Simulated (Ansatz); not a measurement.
**A hypothetical structure for LaZn5Cu**

Starting from a made-up structure for LaZn5Cu, the aim is the relaxed cell, its shortest contacts and, where a second run follows, its electronic structure.

Program: Ansatz 0.2.0. Level of theory: DFT, PBEsol, plane-wave PAW, files of the set soft_1, scalar-relativistic, ferromagnetic start, cell and ions relaxed at zero pressure; PAW set soft_1, in the first sound run; inputs show where later runs differ. Results are calculated unless marked as measured.

### 1. Set-up

The structure is tetragonal, space group P4/mmm (No. 123). The conventional cell has a = 4.210 Å, b = 4.210 Å, c = 6.800 Å, α = 90.00°, β = 90.00°, γ = 90.00°. La has 12 Zn at 2.98 to 3.03 Å nearest. Zn has 2 Cu at 2.43 Å and 7 Zn at 2.45 to 3.03 Å and 2 La at 3.03 Å nearest. Nearest to Zn lie 4 La at 2.98 Å and 8 Zn at 3.03 Å. Cu has 8 Zn at 2.43 Å nearest. Farther neighbours are not listed.

As a file:

```cif
data_structure
_symmetry_space_group_name_H-M 'P4/mmm'
_symmetry_Int_Tables_number 123
_cell_length_a 4.2100
_cell_length_b 4.2100
_cell_length_c 6.8000
_cell_angle_alpha 90.000
_cell_angle_beta 90.000
_cell_angle_gamma 90.000
_cell_volume 120.52
loop_
_atom_site_label
_atom_site_type_symbol
_atom_site_symmetry_multiplicity
_atom_site_Wyckoff_symbol
_atom_site_fract_x
_atom_site_fract_y
_atom_site_fract_z
_atom_site_occupancy
La1 La 1 a 0.00000 0.00000 0.00000 1
Zn1 Zn 4 i 0.00000 0.50000 0.67980 1
Zn2 Zn 1 c 0.50000 0.50000 0.00000 1
Cu1 Cu 1 b 0.00000 0.00000 0.50000 1
```

### 2. Relaxing cell and atoms

The guessed cell has no reason to be at equilibrium. It is relaxed with the atoms, within the space group of the guess.

Input file input.yaml:

```yaml
crystal:
  lattice:
    - [4.21, 0.0, 0.0]
    - [0.0, 4.21, 0.0]
    - [0.0, 0.0, 6.8]
  atoms:
    - { symbol: La, position: [0.0, 0.0, 0.0] }
    - { symbol: Zn, position: [0.0, 0.5, 0.6798] }
    - { symbol: Zn, position: [0.5, 0.0, 0.3202] }
    - { symbol: Zn, position: [0.0, 0.5, 0.3202] }
    - { symbol: Zn, position: [0.5, 0.0, 0.6798] }
    - { symbol: Zn, position: [0.5, 0.5, 0.0] }
    - { symbol: Cu, position: [0.0, 0.0, 0.5], spin: 0.6 }
magnetization:
  spin_polarized: true
kpoints:
  mp_grid: { grid: [6, 6, 4] }
scf:
  occupations: { method: fermi_dirac, width: 0.05 }
hamiltonian:
  xc: pbesol
  pseudopotentials: { kind: paw, azcp: { folder: soft_1 }, xc_functional: pbe }
relax:
  f_tol: 0.015
  max_steps: 70
  cell: {}
output:
  forces: true
  stress: true
```

Command:

```bash
> ansatz run input.yaml --threads 4 --pin off --max-ram 10240MiB --backend cpu --events-out ev --progress --plain --runs-dir out
```

Numbers of over 12 decimals in the logs are rounded to 6 here.

Log:

```text
Engine: ansatz 0.2.0, x86_64-unknown-linux-gnu
Pseudopotentials: kind: paw
Pseudopotential: La, paw, valence charge 11, recommended cutoff 420 eV (normal), soft_1/La.paw.azcp
Pseudopotential: Zn, paw, valence charge 12, recommended cutoff 420 eV (normal), soft_1/Zn.paw.azcp
Pseudopotential: Cu, paw, valence charge 19, recommended cutoff 420 eV (normal), soft_1/Cu.paw.azcp
Functional definition: PBEsol
  exchange = pbesol_x
  correlation = pbesol_c
Crystal: 7 atoms, lattice volume = 120.524 Å³
Basis set: ecut = 420 eV, 2307 PW (Γ), exchange–correlation on 60×60×96 points (8 copies of the dense FFT grid, shifted against one another)
Bands: 55, of which v1, the nominal top of the filled ones, is band 45 counted from 1 (44 counted from 0)
Symmetry: 16 space group operations
Space group: P4/mmm (ITA 123), of the structure as read, at distance tolerance 4.9e-5 Å
Magnetic group: BNS 123.339 (UNI 999), of the structure as read, at distance tolerance 4.9e-5 Å
k-points: 30 of 144
Non-local potential: La, projectors of the file, l = 0: 3, l = 1: 2, l = 2: 2, l = 3: 3
Non-local potential: Zn, projectors of the file, l = 0: 2, l = 1: 2, l = 2: 3, l = 3: 1
Non-local potential: Cu, projectors of the file, l = 0: 3, l = 1: 2, l = 2: 3, l = 3: 1
PAW form: soft (Blöchl's): semilocal exchange-correlation on the pseudo side does not see the compensation charge
PAW frozen core: La, regenerated for the run's functional, and the local potential with it (the file was generated under x = pbe(κ = 0.804, μ = 0.219515), c = pbe(β = 0.066725))
PAW frozen core: Zn, regenerated for the run's functional, and the local potential with it (the file was generated under x = pbe(κ = 0.804, μ = 0.219515), c = pbe(β = 0.066725))
PAW frozen core: Cu, regenerated for the run's functional, and the local potential with it (the file was generated under x = pbe(κ = 0.804, μ = 0.219515), c = pbe(β = 0.066725))
PAW one-centre angular grid: La, 590 points (default); XC on 64 Gauss nodes
PAW one-centre angular grid: Zn, 590 points (default); XC on 64 Gauss nodes
PAW one-centre angular grid: Cu, 590 points (default); XC on 64 Gauss nodes
Initial density: superposition of atomic densities (chi_scale 0.1, normalization cell, long waves kept (reshape's long-wave potential 0.03 eV rms))
Starting moments: Σ|m| = 0.6 μB on 1 of 7 sites
Initial wavefunctions: pseudopotential atomic-orbital guess
Functional: x = pbesol(κ = 0.804, μ = 0.123457), c = pbesol(β = 0.046)
SCF iter   1: F=—  HF=-29172.598493 eV  |F-HF|=—  |Δ(HF+E_count)|=         —  Δρ=4.13e-1 (↑4.13e-1 ↓3.99e-1)  dr2=1.02e3  dr2_m=5.81e-2  M=0.604 μB ∫|m|=0.625 μB  β_m=0.30  ethr=3.10e-3  ⟨swp⟩=6.2  Hψ=13476  notcnv=0
preconditioner: auto → Kerker (q_TF=auto, 2.599 Å⁻¹)  [metal: Δε(μ)=0.004 eV  Ē_g=6.096 eV  σ=0.050 eV  W_gap=0.02  n_scr=36 (ndim 8)  ℏωp=30.3 eV  f_vac=0.001  D(μ)=25.35/eV (n_scr^D=468)]
spin=Collinear: Kerker preconditioning applied to the charge; magnetization (m = ρ↑ − ρ↓) channel mixes plain (no charge-response kernel on spin).
SCF iter   2: F=—  HF=-29196.171950 eV  |F-HF|=—  |Δ(HF+E_count)|=    2.36e1  Δρ=2.00e-1 (↑1.52e-1 ↓2.00e-1)  dr2=8.57e1  dr2_m=7.40e-1  M=0.032 μB ∫|m|=0.036 μB  β_m=0.30  ethr=3.10e-3  ⟨swp⟩=9.0  Hψ=16550  notcnv=0  defer=15
SCF iter   3: F=—  HF=-29163.873520 eV  |F-HF|=—  |Δ(HF+E_count)|=    3.23e1  Δρ=1.18e-1 (↑8.61e-2 ↓1.18e-1)  dr2=3.28e1  dr2_m=3.33e-1  M=0.028 μB ∫|m|=0.031 μB  β_m=0.30  ethr=3.10e-3  ⟨swp⟩=4.1  Hψ=12688  notcnv=0  defer=165
SCF iter   4: F=—  HF=-29157.575546 eV  |F-HF|=—  |Δ(HF+E_count)|=    6.30e0  Δρ=4.91e-2 (↑4.91e-2 ↓3.26e-2)  dr2=5.31e0  dr2_m=1.10e-1  M=0.054 μB ∫|m|=0.072 μB  β_m=0.30  ethr=3.10e-3  ⟨swp⟩=4.6  Hψ=10935  notcnv=0  defer=175
SCF iter   5: F=—  HF=-29165.347947 eV  |F-HF|=—  |Δ(HF+E_count)|=    7.77e0  Δρ=1.11e-1 (↑9.30e-2 ↓1.11e-1)  dr2=3.01e1  dr2_m=9.91e-2  M=0.014 μB ∫|m|=0.016 μB  β_m=0.30  ethr=3.10e-3  ⟨swp⟩=4.3  Hψ=12639  notcnv=0  defer=193
SCF iter   6: F=—  HF=-29156.067442 eV  |F-HF|=—  |Δ(HF+E_count)|=    9.28e0  Δρ=4.40e-2 (↑3.16e-2 ↓4.40e-2)  dr2=4.79e0  dr2_m=4.54e-2  M=0.013 μB ∫|m|=0.016 μB  β_m=0.30  ethr=3.10e-3  ⟨swp⟩=5.0  Hψ=9626  notcnv=0  defer=114
SCF iter   7: F=—  HF=-29155.677870 eV  |F-HF|=—  |Δ(HF+E_count)|=   3.90e-1  Δρ=3.51e-2 (↑2.62e-2 ↓3.51e-2)  dr2=3.21e0  dr2_m=2.30e-2  M=0.011 μB ∫|m|=0.013 μB  β_m=0.30  ethr=3.10e-3  ⟨swp⟩=2.5  Hψ=4448  notcnv=0  defer=112
SCF iter   8: F=—  HF=-29155.098465 eV  |F-HF|=—  |Δ(HF+E_count)|=   5.79e-1  Δρ=2.08e-2 (↑2.08e-2 ↓1.51e-2)  dr2=1.04e0  dr2_m=9.49e-3  M=0.017 μB ∫|m|=0.019 μB  β_m=0.30  ethr=3.10e-3  ⟨swp⟩=4.3  Hψ=7577  notcnv=0  defer=110
SCF iter   9: F=—  HF=-29155.002845 eV  |F-HF|=—  |Δ(HF+E_count)|=   9.56e-2  Δρ=7.15e-3 (↑7.15e-3 ↓2.69e-3)  dr2=7.65e-2  dr2_m=6.06e-3  M=0.010 μB ∫|m|=0.012 μB  β_m=0.30  ethr=1.15e-3  ⟨swp⟩=3.1  Hψ=5040  notcnv=0  defer=131
SCF iter  10: F=—  HF=-29154.984494 eV  |F-HF|=—  |Δ(HF+E_count)|=   1.84e-2  Δρ=4.82e-3 (↑4.82e-3 ↓1.48e-3)  dr2=4.06e-2  dr2_m=3.46e-3  M=0.008 μB ∫|m|=0.010 μB  β_m=0.30  ethr=8.50e-5  ⟨swp⟩=2.6  Hψ=6587  notcnv=0  defer=129
Mixer restart at iter 10: flushing history
spin-set hold released at iteration 10 (site moments contracting): the magnetisation degrees of freedom join the quasi-Newton model from the next iteration; the mixer history was flushed
SCF iter  11: F=—  HF=-29154.980310 eV  |F-HF|=—  |Δ(HF+E_count)|=   4.18e-3  Δρ=2.25e-3 (↑9.48e-4 ↓2.25e-3)  dr2=2.85e-3  dr2_m=2.02e-3  M=0.006 μB ∫|m|=0.007 μB  β_m=0.30  ethr=4.52e-5  ⟨swp⟩=2.0  Hψ=4917  notcnv=0  defer=128
SCF iter  12: F=—  HF=-29154.980324 eV  |F-HF|=—  |Δ(HF+E_count)|=   1.40e-5  Δρ=1.23e-3 (↑1.23e-3 ↓1.12e-3)  dr2=2.07e-3  dr2_m=1.19e-3  M=0.004 μB ∫|m|=0.006 μB  β_m=0.46  ethr=3.17e-6  ⟨swp⟩=2.2  Hψ=6496  notcnv=0  defer=118
SCF iter  13: F=—  HF=-29154.981691 eV  |F-HF|=—  |Δ(HF+E_count)|=   1.37e-3  Δρ=1.18e-3 (↑3.82e-4 ↓1.18e-3)  dr2=1.58e-3  dr2_m=2.75e-4  M=0.002 μB ∫|m|=0.003 μB  β_m=0.73  ethr=2.30e-6  ⟨swp⟩=2.0  Hψ=5298  notcnv=0  defer=118
SCF iter  14: F=—  HF=-29154.982158 eV  |F-HF|=—  |Δ(HF+E_count)|=   4.66e-4  Δρ=4.65e-4 (↑2.53e-4 ↓4.65e-4)  dr2=4.02e-4  dr2_m=5.78e-5  M=0.001 μB ∫|m|=0.001 μB  β_m=0.55  ethr=1.75e-6  ⟨swp⟩=2.0  Hψ=5464  notcnv=0  defer=118
SCF iter  15: F=—  HF=-29154.982117 eV  |F-HF|=—  |Δ(HF+E_count)|=   4.08e-5  Δρ=1.10e-4 (↑1.10e-4 ↓1.03e-4)  dr2=1.12e-4  dr2_m=4.35e-6  M=0.000 μB ∫|m|=0.001 μB  β_m=0.78  ethr=4.46e-7  ⟨swp⟩=2.0  Hψ=5602  notcnv=0  defer=118
[...]
SCF 3 converged in 7 iterations: F = -29155.141364 eV  dr2 = 4.67e-7
relax step   3: F+E_penalty+E_count = -29155.14136360 eV  Δ(F+E_penalty+E_count) = -3.193e-2 eV  max|allowed force component| = 2.041e-1 eV/Å  Δτ_max = 0.0259 Å  P = +0.241 GPa  Ω = 128.757 Å³  energy of the carried Pulay correction = -4.041e-3 eV  (7 SCF iters, dr2 threshold 7.00e-7 eV, accepted)
[...]
relax step   4: F+E_penalty+E_count = -29155.15091584 eV  Δ(F+E_penalty+E_count) = -9.552e-3 eV  max|allowed force component| = 3.961e-2 eV/Å  Δτ_max = 0.0219 Å  P = +0.068 GPa  Ω = 128.807 Å³  energy of the carried Pulay correction = -4.065e-3 eV  (7 SCF iters, dr2 threshold 7.00e-7 eV, accepted)
[...]
relax step   5: F+E_penalty+E_count = -29155.15192991 eV  Δ(F+E_penalty+E_count) = -1.014e-3 eV  max|allowed force component| = 4.693e-3 eV/Å  Δτ_max = 0.0037 Å  P = +0.004 GPa  Ω = 128.814 Å³  energy of the carried Pulay correction = -4.069e-3 eV  (6 SCF iters, dr2 threshold 2.70e-7 eV, accepted)
Initial wavefunctions: pseudopotential atomic-orbital guess (no wavefunctions were taken with the density)
iter 1 solved again at ethr=7.76e-7 eV; its pass at ethr=3.10e-3 eV (dr2=6.99e-4 eV) is discarded
SCF iter   1: F=—  HF=-29155.152045 eV  |F-HF|=—  |Δ(HF+E_count)|=         —  Δρ=6.15e-4 (↑6.15e-4 ↓6.15e-4)  dr2=5.66e-5  dr2_m=5.01e-11  M=-0.000 μB ∫|m|=0.000 μB  β_m=0.30  ethr=7.76e-7  ⟨swp⟩=3.0  Hψ=21724  notcnv=0
preconditioner: auto → Kerker (q_TF=auto, 2.570 Å⁻¹)  [metal: Δε(μ)=0.015 eV  Ē_g=8.568 eV  σ=0.050 eV  W_gap=0.07  n_scr=36 (ndim 8)  ℏωp=29.3 eV  f_vac=0.012  D(μ)=5.08/eV (n_scr^D=36)]
spin=Collinear: Kerker preconditioning applied to the charge; magnetization (m = ρ↑ − ρ↓) channel mixes plain (no charge-response kernel on spin).
SCF iter   2: F=—  HF=-29155.153975 eV  |F-HF|=—  |Δ(HF+E_count)|=   1.93e-3  Δρ=4.43e-4 (↑4.43e-4 ↓4.43e-4)  dr2=4.86e-5  dr2_m=2.46e-11  M=-0.000 μB ∫|m|=0.000 μB  β_m=0.59  ethr=6.29e-8  ⟨swp⟩=2.0  Hψ=5542  notcnv=0
SCF iter   3: F=—  HF=-29155.155632 eV  |F-HF|=—  |Δ(HF+E_count)|=   1.66e-3  Δρ=8.51e-5 (↑8.51e-5 ↓8.51e-5)  dr2=2.31e-6  dr2_m=9.88e-13  M=-0.000 μB ∫|m|=0.000 μB  β_m=0.55  ethr=5.40e-8  ⟨swp⟩=2.0  Hψ=5502  notcnv=0
SCF iter   4: F=—  HF=-29155.155677 eV  |F-HF|=—  |Δ(HF+E_count)|=   4.41e-5  Δρ=2.62e-5 (↑2.62e-5 ↓2.62e-5)  dr2=1.90e-6  dr2_m=1.18e-13  M=-0.000 μB ∫|m|=0.000 μB  β_m=0.51  ethr=2.57e-9  ⟨swp⟩=2.0  Hψ=6006  notcnv=0
SCF iter   5: F=—  HF=-29155.155677 eV  |F-HF|=—  |Δ(HF+E_count)|=   7.80e-7  Δρ=1.25e-5 (↑1.25e-5 ↓1.25e-5)  dr2=4.85e-7  dr2_m=7.39e-14  M=-0.000 μB ∫|m|=0.000 μB  β_m=0.51  ethr=2.11e-9  ⟨swp⟩=2.0  Hψ=5922  notcnv=0
SCF iter   6: F=—  HF=-29155.155678 eV  |F-HF|=—  |Δ(HF+E_count)|=   2.97e-7  Δρ=5.46e-6 (↑5.46e-6 ↓5.46e-6)  dr2=1.02e-7  dr2_m=3.28e-14  M=-0.000 μB ∫|m|=0.000 μB  β_m=0.76  ethr=5.39e-10  ⟨swp⟩=2.0  Hψ=5350  notcnv=0
SCF iter   7: F=—  HF=-29155.155678 eV  |F-HF|=—  |Δ(HF+E_count)|=   7.82e-8  Δρ=2.05e-6 (↑2.05e-6 ↓2.05e-6)  dr2=2.79e-8  dr2_m=1.12e-14  M=-0.000 μB ∫|m|=0.000 μB  β_m=0.88  ethr=1.14e-10  ⟨swp⟩=2.0  Hψ=5477  notcnv=0
SCF iter   8: F=—  HF=-29155.155678 eV  |F-HF|=—  |Δ(HF+E_count)|=   1.30e-8  Δρ=1.85e-6 (↑1.85e-6 ↓1.85e-6)  dr2=1.85e-8  dr2_m=2.96e-15  M=-0.000 μB ∫|m|=0.000 μB  β_m=0.67  ethr=3.10e-11  ⟨swp⟩=2.0  Hψ=5314  notcnv=0
SCF iter   9: F=—  HF=-29155.155678 eV  |F-HF|=—  |Δ(HF+E_count)|=   3.21e-9  Δρ=5.99e-7 (↑5.99e-7 ↓5.99e-7)  dr2=6.16e-9  dr2_m=1.58e-15  M=-0.000 μB ∫|m|=0.000 μB  β_m=0.83  ethr=2.06e-11  ⟨swp⟩=2.0  Hψ=4772  notcnv=0
SCF iter  10: F=-29155.155675 eV  HF=-29155.155675 eV  |F-HF|=1.82e-11  |Δ(HF+E_count)|=   2.48e-6  Δρ=6.93e-8 (↑6.92e-8 ↓6.93e-8)  dr2=4.85e-11  dr2_m=9.49e-17  M=0.000 μB ∫|m|=0.000 μB  ethr=1.00e-12  ⟨swp⟩=3.1  Hψ=14503  notcnv=0
the starting moments were not kept: the SCF closed with an absolute magnetisation of 4.9e-8 μB, where they sum to 0.6 μB in size (1 site). That is at most 0.1 of that sum. Measured as dr2_m measures the in/out step, that magnetisation stands 7.7e-17 eV from none, at or under the dr2_threshold of 7.0e-11 eV: it is no larger than a step whose dr2_m would equal this threshold.
SCF 6 converged in 10 iterations: F = -29155.155675 eV  dr2 = 4.85e-11
relax step   6: F+E_penalty+E_count = -29155.15567527 eV  Δ(F+E_penalty+E_count) = -3.745e-3 eV  max|allowed force component| = 4.466e-3 eV/Å  Δτ_max = 0.0000 Å  P = -0.010 GPa  Ω = 128.814 Å³  stress off target by 1.65e-2 GPa  SCF on the basis re-selected at this cell (its energy is not comparable with the rows above)  (10 SCF iters)
basis re-selected at this cell: Δ(F+E_penalty+E_count) = -3.745e-3 eV, ΔP = -0.014 GPa vs the last step (what re-selecting the basis moved, of the pressure what is left beyond the Pulay correction that the steps carried, after the strain that the cell walked since its last selection, with what the two solves' SCF thresholds leave and, on support functions, any second-order correction that the steps lacked; it is no m [...]
SCF converged after 10 iterations
Magnetization: 0.0000 μB (45.0000 up, 45.0000 down)
Absolute magnetization: 0.0000 μB (∫|ρ↑−ρ↓|, with the PAW one-centre terms)
Spin contamination: 0.0000 ħ² per cell (⟨S²⟩ above its minimum at these occupations)
Per-site moments (μB) at R_I (Å): [(7.001230310857426e-9, 1.261565), (1.2645847375983491e-9, 1.036393), (1.2645849032153076e-9, 1.036393), (1.2645847213281052e-9, 1.036393), (1.2645852180685807e-9, 1.036393), (5.729595274681066e-9, 1.261565), (-7.673935784464751e-11, 1.036393)]
Free energy (F): -29155.155675 eV
Harris-Foulkes:  -29155.155675 eV  (|F-HF|=1.82e-11)
Internal energy: -29155.114989 eV  (E = F + TS)
E sigma→0 (E₀):  -29155.135332 eV
Entropy (-TS):   -0.040687 eV (-5.812 meV/atom)
Fermi energy:    10.370145 eV
--- Per-component energies (eV) ---
  E_band       = -290.895179
  E_kinetic    = 1188.726217
  E_local      = -16153.068884  (includes V_loc(G=0)·N_el)
  E_nonlocal   = 5065.061985
  E_hartree    = 6494.556024
  E_xc         = -600.952514
  E_vxc        = -492.462810  (∫ρ·V_xc dr)
  E_paw        = -16393.115442  (= ΣΔE_a)
  E_vpaw       = -2888.263384  (= ΣTr[D̂ρ^β])
  E_aug_tail   = -0.000254  (compensation charges beyond the density's cutoff)
  E_ewald      = -8760.684140
  E_core_change = 4.362018  (= ΣΔE_core)
  E_smearing   = -0.040687  (= −TS)
  E_closure    = 0.000000  (closes the sum)
  Σ components = -29155.155675   (vs F -29155.155675, Δ=0.00e0)
--- Forces (eV/Å), atoms counted from 1 ---
  atom   1  La     0.00000000    -0.00000000     0.00000000
  atom   2  Zn     0.00000000    -0.00000000     0.00446553
  atom   3  Zn     0.00000000    -0.00000000    -0.00446553
  atom   4  Zn    -0.00000000     0.00000000    -0.00446553
  atom   5  Zn    -0.00000000     0.00000000     0.00446553
  atom   6  Zn     0.00000000     0.00000000     0.00000000
  atom   7  Cu     0.00000000    -0.00000000     0.00000000
  max |Σ_I F_I| component: 4.16e-17 eV/Å
--- Stress (GPa, compression-positive) ---
       -0.016463      -0.000000      -0.000000
       -0.000000      -0.016463       0.000000
       -0.000000       0.000000       0.001586
  P = ⅓ Tr σ = -0.0104 GPa (-0.104 kbar)
--- Relaxed structure (5 steps of the walk, 5 accepted, 1 SCFs on fresh bases) ---
  F+E_penalty+E_count = -29155.15567527 eV   max|allowed force component| = 4.466e-3 eV/Å   (the final SCF, on the basis selected at the relaxed cell)
  cell:  # Å, volume = 128.8140 Å³
    - [4.325146, 0, 0]
    - [0, 4.325146, 0]
    - [0, 0, 6.885909]
  atoms:
    - { symbol: La, position: [0, 0, 0] }
    - { symbol: Zn, position: [0, 0.5, 0.685738] }
    - { symbol: Zn, position: [0.5, 0, 0.314262] }
    - { symbol: Zn, position: [0, 0.5, 0.314262] }
    - { symbol: Zn, position: [0.5, 0, 0.685738] }
    - { symbol: Zn, position: [0.5, 0.5, 0] }
    - { symbol: Cu, position: [0, 0, 0.500000] }
```

Run time: 54 s. Hardware: 4 threads of AMD EPYC 7B13 (Zen 3), shared host; peak memory 0.79 GiB.

The steps of the relaxation:

| step | energy less that of the first step (eV) | largest force component (eV/Å) | pressure (GPa) | volume (Å³) |
| --- | --- | --- | --- | --- |
| 1 | 0.0000 | 0.4668 | 5.79 | 120.52 |
| 2 | -0.1273 | 0.3983 | 0.63 | 128.40 |
| 3 | -0.1593 | 0.2041 | 0.24 | 128.76 |
| 4 | -0.1688 | 0.0396 | 0.07 | 128.81 |
| 5 | -0.1698 | 0.0047 | 0.00 | 128.81 |
| 6* | -0.1736 | 0.0045 | -0.01 | 128.81 |

Relaxation steps marked * repeat the geometry before them on a plane-wave basis chosen anew for their cell, so energy and pressure can jump there.

The run keeps the 16 symmetry operations that it works with, so distortions that break them were not tested.

| conventional cell, symmetrised | before | after | change |
| --- | --- | --- | --- |
| a (Å) | 4.210 | 4.325 | +2.7 % |
| b (Å) | 4.210 | 4.325 | +2.7 % |
| c (Å) | 6.800 | 6.886 | +1.3 % |
| volume (Å³/atom) | 17.22 | 18.40 | +6.9 % |

The atoms that moved most (Å, as changes of fractional coordinates times the final cell):

| atom | dx | dy | dz | length |
| --- | --- | --- | --- | --- |
| Zn4 | 0.000 | 0.000 | -0.041 | 0.041 |
| Zn3 | 0.000 | 0.000 | -0.041 | 0.041 |
| Zn2 | 0.000 | 0.000 | 0.041 | 0.041 |
| Zn5 | 0.000 | 0.000 | 0.041 | 0.041 |

Final coordinates:

```cif
data_structure
_symmetry_space_group_name_H-M 'P 1'
_symmetry_Int_Tables_number 1
_cell_length_a 4.3251
_cell_length_b 4.3251
_cell_length_c 6.8859
_cell_angle_alpha 90.000
_cell_angle_beta 90.000
_cell_angle_gamma 90.000
_cell_volume 128.81
loop_
_atom_site_label
_atom_site_type_symbol
_atom_site_fract_x
_atom_site_fract_y
_atom_site_fract_z
_atom_site_occupancy
La1 La 0.00000 0.00000 0.00000 1
Zn2 Zn 0.00000 0.50000 0.68574 1
Zn3 Zn 0.50000 0.00000 0.31426 1
Zn4 Zn 0.00000 0.50000 0.31426 1
Zn5 Zn 0.50000 0.00000 0.68574 1
Zn6 Zn 0.50000 0.50000 0.00000 1
Cu7 Cu 0.00000 0.00000 0.50000 1
```

Numbers from this step:

```yaml
free_energy: -29155.1557 eV
energy_at_zero_smearing: -29155.1353 eV
smearing_term_ts: 0.04069 eV
fermi_energy: 10.37 eV
electrons: 90
symmetry_operations: 16
pressure: -0.01045 GPa
```

Shortest distances by pair of elements, guess and relaxed (not always the same contact):

| pair | guess (Å) | relaxed (Å) |
| --- | --- | --- |
| Cu–Zn | 2.434 | 2.512 |
| Zn–Zn | 2.445 | 2.558 |
| La–Zn | 2.977 | 3.058 |
| Cu–La | 3.400 | 3.443 |
| La–La | 4.210 | 4.325 |

The relaxation ends with a largest force component of 0.0045 eV/Å and a pressure of -0.01 GPa. The starting moments have collapsed: the run ends non-magnetic.

(Part 1 of 2 ends here.)

[Logs are printed without paths, hosts, clocks, repeated set-up lines and the standing remarks that a program may print on its own settings, such as how far it seeks lower states.]

[Hosts, paths, dates, database ids (printed as entryN), source tags and the programs' standing remarks are cut or masked in the printed files.]
